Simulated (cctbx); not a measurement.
**What is wrong with this refinement?**

Cell a = 4.4750 Å, b = 4.5420 Å, c = 12.0500 Å, α = 90.00°, β = 90.00°, γ = 90.00°; space group Imm2 (no. 44). The compound is PrAlIn2Au.

Simulated single-crystal data (cctbx): Mo Kα, λ = 0.71073 Å, to d = 0.6 Å, 50 % of the full sphere, strongest reflection 5000 counts, noise from counting, a 2 % proportional error and a noise floor of 8 counts (s.d.); no absorption.

An anisotropic refinement with weights 1/σ² prints:

```text
Rint 0.039, 639 unique reflections to 0.60 A
cycle     R1     wR2    GooF  max shift (A)
   1  0.1052  0.2054   3.548   0.00111
   2  0.0820  0.1640   2.832   0.00001
final R1 0.0820 wR2 0.1640 GooF 2.832  parameters 16  data/parameter 39.9
atom        x        y        z      Ueq    occ   su(xyz)  su(Uiso or U11)
Au1    0.50000  0.00000  0.25042   0.0179  1.000  0.00012  0.0009
Pr1    0.50000  0.50000  0.50042   0.0131  1.000  0.00018  0.0010
In1    0.50000  0.50000  0.11321   0.0138  1.000  0.00023  0.0015
In2    0.00000  0.00000  0.38937   0.0180  1.000  0.00027  0.0016
difference map: max 44.27 min -11.88 rms 1.40
Q1    0.0000  0.5000  0.2508    2   45.42  2.78 A from In1
Q2    0.0000  0.0000  0.4996    2   11.08  1.33 A from In2
Q3    0.0000  0.5000  0.3666    2    8.09  2.29 A from In2
Q4    0.0000  0.5000  0.1367    2    8.03  2.26 A from In1
Q5    0.0000  0.0000  0.8912    2    7.64  1.32 A from Pr1
Q6    0.0000  0.0000  0.1093    2    6.49  1.31 A from Pr1
```

Q: Accept it or mend it, and why?

Mend it. The fault: an atom left out, Al at (0, 1/2, 0.2479). Against the right model at the same level, R1 goes from 0.0314 to 0.0820 and GooF from 0.99 to 2.83 and the top difference peak, 45.4 e/Å³, lies 2.78 Å from In1. Q1 is the missing atom. With scattering power missing, scale and phases suffer, so peaks may also grow on the heavy atoms.

The compound is PrAlIn2Au. The right model at the same level gives:

```text
Rint 0.039, 639 unique reflections to 0.60 A
cycle     R1     wR2    GooF  max shift (A)
   1  0.0691  0.1314   2.276   0.01236
   6  0.0314  0.0574   0.994   0.00032
final R1 0.0314 wR2 0.0574 GooF 0.994  parameters 20  data/parameter 31.9
atom        x        y        z      Ueq    occ   su(xyz)  su(Uiso or U11)
Au1    0.50000  0.00000  0.25022   0.0199  1.000  0.00009  0.0004
Pr1    0.50000  0.50000  0.50057   0.0132  1.000  0.00011  0.0003
In1    0.50000  0.50000  0.11342   0.0137  1.000  0.00011  0.0006
In2    0.00000  0.00000  0.38961   0.0183  1.000  0.00013  0.0006
Al1    0.00000  0.50000  0.24874   0.0122  1.000  0.00118  0.0022
Flack x: -0.01(2)
Hooft y: -0.011(15)  Bijvoet pairs: 276
difference map: max 3.61 min -2.63 rms 0.55
Q1    0.0000  0.5000  0.9125    2    3.62  1.96 A from Au1
Q2    0.0000  0.0000  0.4371    2    2.66  0.57 A from In2
Q3    0.0000  0.0000  0.5730    2    2.45  0.49 A from In1
Q4    0.0000  0.2069  0.4987    4    2.29  1.62 A from In2
Q5    0.2063  0.5000  0.7534    4    2.22  0.92 A from Au1
Q6    0.2142  0.5000  0.6847    4    2.17  1.24 A from Au1
```

Isotropic U is held between 0.0001 and 1 Å² by the program, and listed peak heights are interpolated, so they can pass the grid's maximum.

This is a model crystal, built by substitution and not relaxed, with assumed displacement parameters.

[Middle refinement cycles are left out of these outputs.]

[Logs are printed without paths, hosts, clocks, repeated set-up lines and the standing remarks that a program may print on its own settings, such as how far it seeks lower states.]
